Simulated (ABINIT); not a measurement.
**Quasiparticle gap of MgS (Niningerite) in ABINIT**

How does a plane-wave GW calculation on MgS (Niningerite) run from the first input to the gap?

Method: LDA and many-body steps on it, plane waves, in ABINIT 10.8.3.

### 1. Starting point

Symmetry: Fm-3m, No. 225, cubic system. The conventional cell has a = 5.203 Å, b = 5.203 Å, c = 5.203 Å, α = 90.00°, β = 90.00°, γ = 90.00°. Nearest to Mg lie 6 S at 2.60 Å. S has 6 Mg at 2.60 Å nearest. Farther neighbours and most contacts between anions are not listed.

As a file:

```cif
data_structure
_symmetry_space_group_name_H-M 'P 1'
_symmetry_Int_Tables_number 1
_cell_length_a 3.6793
_cell_length_b 3.6793
_cell_length_c 3.6793
_cell_angle_alpha 60.000
_cell_angle_beta 60.000
_cell_angle_gamma 60.000
_cell_volume 35.22
loop_
_atom_site_label
_atom_site_type_symbol
_atom_site_fract_x
_atom_site_fract_y
_atom_site_fract_z
_atom_site_occupancy
Mg1 Mg 0.00000 0.00000 0.00000 1
S2 S 0.50000 0.50000 0.50000 1
```

The cell and positions come from the Crystallography Open Database and are kept as given unless a step says otherwise.

### 2. Ground state

This step: ABINIT 10.8.3; DFT, LDA, plane waves, norm-conserving pseudopotentials.

The ground-state density comes first.

run.abi reads:

```
acell 3*1.0 Angstrom
rprim 
  0.000000000000 2.601650000000 2.601650000000
  2.601650000000 0.000000000000 2.601650000000
  2.601650000000 2.601650000000 0.000000000000
ntypat 2
znucl 12 16
natom 2
typat 1 2
xred 
  0.000000000000 0.000000000000 0.000000000000
  0.500000000000 0.500000000000 0.500000000000
pp_dirpath "pseudos"
pseudos "Mg.upf, S.upf"
ecut 38
ngkpt 6 6 6
nshiftk 1
shiftk 0 0 0
kptopt 1
chksymbreak 0
nband 13
occopt 1
tolvrs 1e-10
nstep 60
prtwf 0
optforces 0
optstress 0
indata_prefix "in"
outdata_prefix "out"
tmpdata_prefix "tmp"
```

Started as:

```bash
> OMP_NUM_THREADS=1 mpirun -n 4 abinit run.abi > log
```

Numbers of over 12 decimals in the logs are rounded to 6 here.

Log:

```text
.Version 10.8.3 of ABINIT. v10.8.2 released Aug 2026.

 Symmetries : space group Fm -3 m (#225); Bravais cF (face-center cubic)
================================================================================
 Values of the parameters that define the memory need of the present run
     intxc =       0    ionmov =       0      iscf =       7    lmnmax =       6
     lnmax =       6     mgfft =      40  mpssoang =       3    mqgrid =    3001
     natom =       2  nloc_mem =       1    nspden =       1   nspinor =       1
    nsppol =       1      nsym =      48    n1xccc =    2501    ntypat =       2
    occopt =       1   xclevel =       1
-    mband =          13        mffmem =           1         mkmem =           4
       mpw =        2683          nfft =       64000          nkpt =          16
================================================================================
  Rough estimation (10% accuracy) of disk space for files :
================================================================================

--------------------------------------------------------------------------------
------------- Echo of variables that govern the present computation ------------
--------------------------------------------------------------------------------
 -outvars: echo values of preprocessed input variables --------
            acell      1.8897261259E+00  1.8897261259E+00  1.8897261259E+00 Bohr

      chksymbreak           0
             ecut      3.80000000E+01 Hartree
-          fftalg         312

              ixc       -1012
              kpt      0.00000000E+00  0.00000000E+00  0.00000000E+00
                       1.66666667E-01  0.00000000E+00  0.00000000E+00
                       3.33333333E-01  0.00000000E+00  0.00000000E+00
                       5.00000000E-01  0.00000000E+00  0.00000000E+00
                       1.66666667E-01  1.66666667E-01  0.00000000E+00
                       3.33333333E-01  1.66666667E-01  0.00000000E+00
                       5.00000000E-01  1.66666667E-01  0.00000000E+00
                      -3.33333333E-01  1.66666667E-01  0.00000000E+00
                      -1.66666667E-01  1.66666667E-01  0.00000000E+00
   [... 5 further rows ...]
                      -3.33333333E-01  3.33333333E-01  1.66666667E-01
                      -3.33333333E-01  5.00000000E-01  1.66666667E-01
         kptrlatt        6    0    0      0    6    0      0    0    6
          kptrlen      4.17170881E+01
P           mkmem           4
            natom           2
            nband          13
            ngfft          40      40      40
             nkpt          16
            nstep          60
             nsym          48
           ntypat           2
              occ      2.000000  2.000000  2.000000  2.000000  2.000000  2.000000
                       2.000000  2.000000  0.000000  0.000000  0.000000  0.000000
                       0.000000
        optforces           0
        optstress           0
            prtwf           0
            rprim      0.0000000000E+00  2.6016500000E+00  2.6016500000E+00
[...]
spgroup         225

           tolvrs      1.00000000E-10

             xred      0.0000000000E+00  0.0000000000E+00  0.0000000000E+00
[...]
znucl       12.00000   16.00000

================================================================================

 chkinp: Checking input parameters for consistency.

================================================================================
== DATASET  1 ==================================================================
-   mpi_nproc: 4, omp_nthreads: 1 (-1 if OMP is not activated)

--- !DatasetInfo
iteration_state: {dtset: 1, }
dimensions: {natom: 2, nkpt: 16, mband: 13, nsppol: 1, nspinor: 1, nspden: 1, mpw: 2683, }
cutoff_energies: {ecut:  38.0, pawecutdg:  -1.0, }
electrons: {nelect:   1.60000000E+01, charge:   0.00000000E+00, occopt:   1.00000000E+00, tsmear:   1.00000000E-02, }

 Real(R)+Recip(G) space primitive vectors, cartesian coordinates (Bohr,Bohr^-1):
 R(1)=  0.0000000  4.9164060  4.9164060  G(1)= -0.1017003  0.1017003  0.1017003
 R(2)=  4.9164060  0.0000000  4.9164060  G(2)=  0.1017003 -0.1017003  0.1017003
 R(3)=  4.9164060  4.9164060  0.0000000  G(3)=  0.1017003  0.1017003 -0.1017003
 Unit cell volume ucvol=  2.3766937E+02 bohr^3
 Angles (23,13,12)=  6.00000000E+01  6.00000000E+01  6.00000000E+01 degrees

 getcut: wavevector=  0.0000  0.0000  0.0000  ngfft=  40  40  40
         ecut(hartree)=     38.000   => boxcut(ratio)=   2.07320

--- Pseudopotential description ------------------------------------------------
- Mg Generated using ONCVPSP code by D. R. Hamann
- 12.00000  10.00000  180309                  znucl, zion, pspdat
12 -1012 1 -1 1510                            pspcod,pspxc,lmax,lloc,mmax
     nproj     2     2     0
  pspatm : epsatm=    9.23542517
         --- l  ekb(1:nproj) -->
[...]
pspatm: atomic psp has been read  and splines computed

- S Generated using ONCVPSP code by D. R. Hamann
- 16.00000   6.00000  180309                  znucl, zion, pspdat
12 -1012 2 -1 1132                            pspcod,pspxc,lmax,lloc,mmax
     nproj     2     2     2
  pspatm : epsatm=    8.64647033
         --- l  ekb(1:nproj) -->
[...]
2   -2.858321   -0.603195
 pspatm: atomic psp has been read  and splines computed

   2.86110328E+02                                ecore*ucvol(ha*bohr**3)
--------------------------------------------------------------------------------

_setup2: Arith. and geom. avg. npw (full set) are    2660.634    2660.619

================================================================================

--- !BeginCycle
iteration_state: {dtset: 1, }
solver: {iscf: 7, nstep: 60, nline: 4, wfoptalg: 0, }
tolerances: {tolvrs: 1.00E-10, }

     iter   Etot(hartree)      deltaE(h)  residm     vres2
 ETOT  1  -70.407877803226    -7.041E+01 6.091E-02 1.399E+02
 ETOT  2  -70.447058897312    -3.918E-02 2.280E-03 1.082E+01
 ETOT  3  -70.448624993451    -1.566E-03 8.363E-04 2.021E-01
 ETOT  4  -70.448637506290    -1.251E-05 3.323E-04 1.583E-03
 ETOT  5  -70.448637635684    -1.294E-07 5.913E-05 2.239E-04
 ETOT  6  -70.448637692170    -5.649E-08 2.699E-05 3.456E-06
 ETOT  7  -70.448637692528    -3.584E-10 9.982E-06 4.680E-08
 ETOT  8  -70.448637692542    -1.431E-11 3.440E-06 1.342E-10
 ETOT  9  -70.448637692539     3.297E-12 1.729E-06 2.812E-14

 At SCF step    9       vres2   =  2.81E-14 < tolvrs=  1.00E-10 =>converged.

--- !ResultsGS
iteration_state: {dtset: 1, }
comment   : Summary of ground state results
lattice_vectors:
- [  0.0000000,   4.9164060,   4.9164060, ]
- [  4.9164060,   0.0000000,   4.9164060, ]
- [  4.9164060,   4.9164060,   0.0000000, ]
lattice_lengths: [   6.95285,    6.95285,    6.95285, ]
lattice_angles: [ 60.000,  60.000,  60.000, ] # degrees, (23, 13, 12)
lattice_volume:   2.3766937E+02
convergence: {deltae:  3.297E-12, res2:  2.812E-14, residm:  1.729E-06, diffor:  0.000E+00, }
etotal    :  -7.04486377E+01
entropy   :   0.00000000E+00
fermie    :   1.51554438E-01
cartesian_stress_tensor: null
pressure_GPa: null
xred      :
- [  0.0000E+00,   0.0000E+00,   0.0000E+00, Mg]
- [  5.0000E-01,   5.0000E-01,   5.0000E-01,  S]
cartesian_forces: null
force_length_stats: {min: null, max: null, mean: null, }

 Integrated electronic density in atomic spheres:
 ------------------------------------------------
 Atom  Sphere_radius  Integrated_density
    1        2.00000          8.27459750
    2        2.00000          3.94798772
================================================================================

 ----iterations are completed or convergence reached----

 Mean square residual over all n,k,spin=   12.601E-09; max=  17.291E-07
 reduced coordinates (array xred) for    2 atoms
       0.000000000000      0.000000000000      0.000000000000
       0.500000000000      0.500000000000      0.500000000000
 rms dE/dt=  0.0000E+00; max dE/dt=  0.0000E+00; dE/dt below (all hartree)
    1       0.000000000000      0.000000000000      0.000000000000
    2       0.000000000000      0.000000000000      0.000000000000

 cartesian coordinates (angstrom) at end:
    1      0.000000     0.000000     0.000000
    2      2.601650     2.601650     2.601650
 length scales=  1.889726125908  1.889726125908  1.889726125908 bohr
              =  1.000000000000  1.000000000000  1.000000000000 angstroms
 prteigrs : about to open file out_EIG
 Fermi (or HOMO) energy (hartree) =   0.15155   Average Vxc (hartree)=  -0.37593
 Eigenvalues (hartree) for nkpt=  16  k points:
 kpt#   1, nband= 13, wtk=  0.00463, kpt=  0.0000  0.0000  0.0000 (reduced coord)
  -2.57042   -1.37271   -1.37271   -1.37271   -0.31333    0.15155    0.15155    0.15155
   0.27930    0.43940    0.43940    0.43940    0.52736
 prteigrs : prtvol=0 or 1, do not print more k-points.

--- !EnergyTerms
iteration_state     : {dtset: 1, }
comment             : Components of total free energy in Hartree
kinetic             :  3.77241685450106E+01
hartree             :  2.21226616567496E+01
xc                  : -1.09194401206114E+01
Ewald energy        : -3.83567382364803E+01
psp_core            :  1.20381659547425E+00
local_psp           : -6.55916085367051E+01
non_local_psp       : -1.66314975959769E+01
total_energy        : -7.04486376925392E+01
total_energy_eV     : -1.91700509075486E+03
band_energy         : -1.34841735437844E+01

== END DATASET(S) ==============================================================
================================================================================

 -outvars: echo values of variables after computation  --------
           etotal     -7.0448637693E+01
            nband          13
             nkpt          16
          spgroup         225
 [... the other variables as echoed above ...]

 Calculation completed.
```

Elapsed: 5.5 s, on 4 MPI ranks of Arm Neoverse V2, shared host; peak memory 0.3 GiB; 21 s of CPU time.

This step gave:

```yaml
total_energy: -1917.0051 eV
gap: 2.559 eV
k_of_the_valence_top: 0, 0, 0
k_of_the_conduction_bottom: 0.5, 0.5, 0
least_direct_gap: 3.476 eV
```

The gap is indirect, with the least direct gap 0.92 eV higher.

[end of part 1 of 3]

[Paths, hosts, dates, memory and timing lines, banners, echoed tables and standing remarks are left out of the program output.]

[Logs are printed without paths, hosts, clocks, repeated set-up lines and the standing remarks that a program may print on its own settings, such as how far it seeks lower states.]

[Runs of the session that timed out or met a known fault of the program may be left out.]

[Hosts, paths, dates, database ids (printed as entryN), source tags and the programs' standing remarks are cut or masked in the printed files.]

[G0W0 gaps are taken among the corrected bands and points alone; a level outside them can change the order at an edge.]

[Where Ansatz stands beside ABINIT at settings called matched, ABINIT's density can come from a denser mesh and the files from another edition; pairs whose starting gaps differed by over 0.03 eV were left out, so agreement reads better than it is.]
